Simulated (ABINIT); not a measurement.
```xyz
6
Lattice="3.886 0.000 0.000 0.000 3.886 0.000 0.000 0.000 7.349" Properties=species:S:1:pos:R:3 pbc="T T T" subject="How the form of the self-energy moves the gap of BiOCl (P4/nmm)" method="RPA screening on PBEsol, plane waves, norm-conserving pseudopotentials (and 3 further levels or steps)" program="ABINIT 10.8.3" settings="cutoff 36 Ha, PseudoDojo scalar-relativistic 0.4.1 standard, norm-conserving, potential set dojo-sr-pbesol-0.4.1-standard, ngkpt (4, 4, 2), nband 111, ecuteps 4.5 Ha, gwcalctyp 1, nfreqim 16, inclvkb 2, shiftk (0, 0, 0), symchi 1, awtr 1, frequency ac, 4×4×2 k-mesh" cost="11 runs, 26 min in all on 8 MPI ranks of Arm Neoverse N1, shared host" notes="The program’s warnings: nkpt*nsppol () is not a multiple of nproc spkpt (). The cell and positions come from the Crystallography Open Database and are kept as given unless a step says otherwise. Limits: no spin-orbit coupling. The 4×4×2 mesh is coarse for this cell, which bears on the long-range parts of exchange and screening. The norm-conserving file of at least one element keeps a d shell over frozen s and p shells of the same row. Exchange with those shells is missing from the self-energy, an error of 0.3 to 0.9 eV in cases checked, whose sign depends on which edge lies on those atoms." g0w0_godby_needs_plasmon_pole="3.413 eV" g0w0_hybertsen_louie_plasmon_pole="3.470 eV" g0w0_von_der_linden_horsch_plasmon_pole="3.370 eV" g0w0_engel_farid_plasmon_pole="3.417 eV" one_shot_hartree_fock="9.321 eV" g0w0_contour_deformation="3.455 eV" g0w0_analytic_continuation="3.500 eV" known_limits="short of the basis limit; exchange with frozen shells missing; no spin-orbit coupling; coarse k mesh"
Bi    1.943    0.000    2.418
Bi    0.000    1.943    4.931
Cl    0.000    1.943    1.082
Cl    1.943    0.000    6.267
O     0.000    0.000    3.674
O     1.943    1.943    3.674
```

[Long decimals in the printed logs are rounded to 6 places.]

[Logs are printed without paths, hosts, clocks, repeated set-up lines and the standing remarks that a program may print on its own settings, such as how far it seeks lower states.]

[Paths, hosts, dates, memory and timing lines, banners, echoed tables and standing remarks are left out of the program output; an Ansatz launch command may be rebuilt from the run's recorded settings. Measured values are a selection of at most five: reports struck by readers or far from the other reports are left out. None is set beside runs whose start may be inverted or whose files or cutoffs have a known fault.]

[Runs of the session that timed out or met a known fault of the program may be left out.]

[Hosts, paths, dates, database ids (printed as entryN), source tags and the programs' standing remarks are cut or masked in the printed files.]

[G0W0 gaps are taken among the corrected bands and points alone; a level outside them can change the order at an edge.]

[Where Ansatz stands beside ABINIT at settings called matched, ABINIT's density can come from a denser mesh and the files from another edition; pairs whose starting gaps differed by over 0.03 eV were left out, so agreement reads better than it is.]
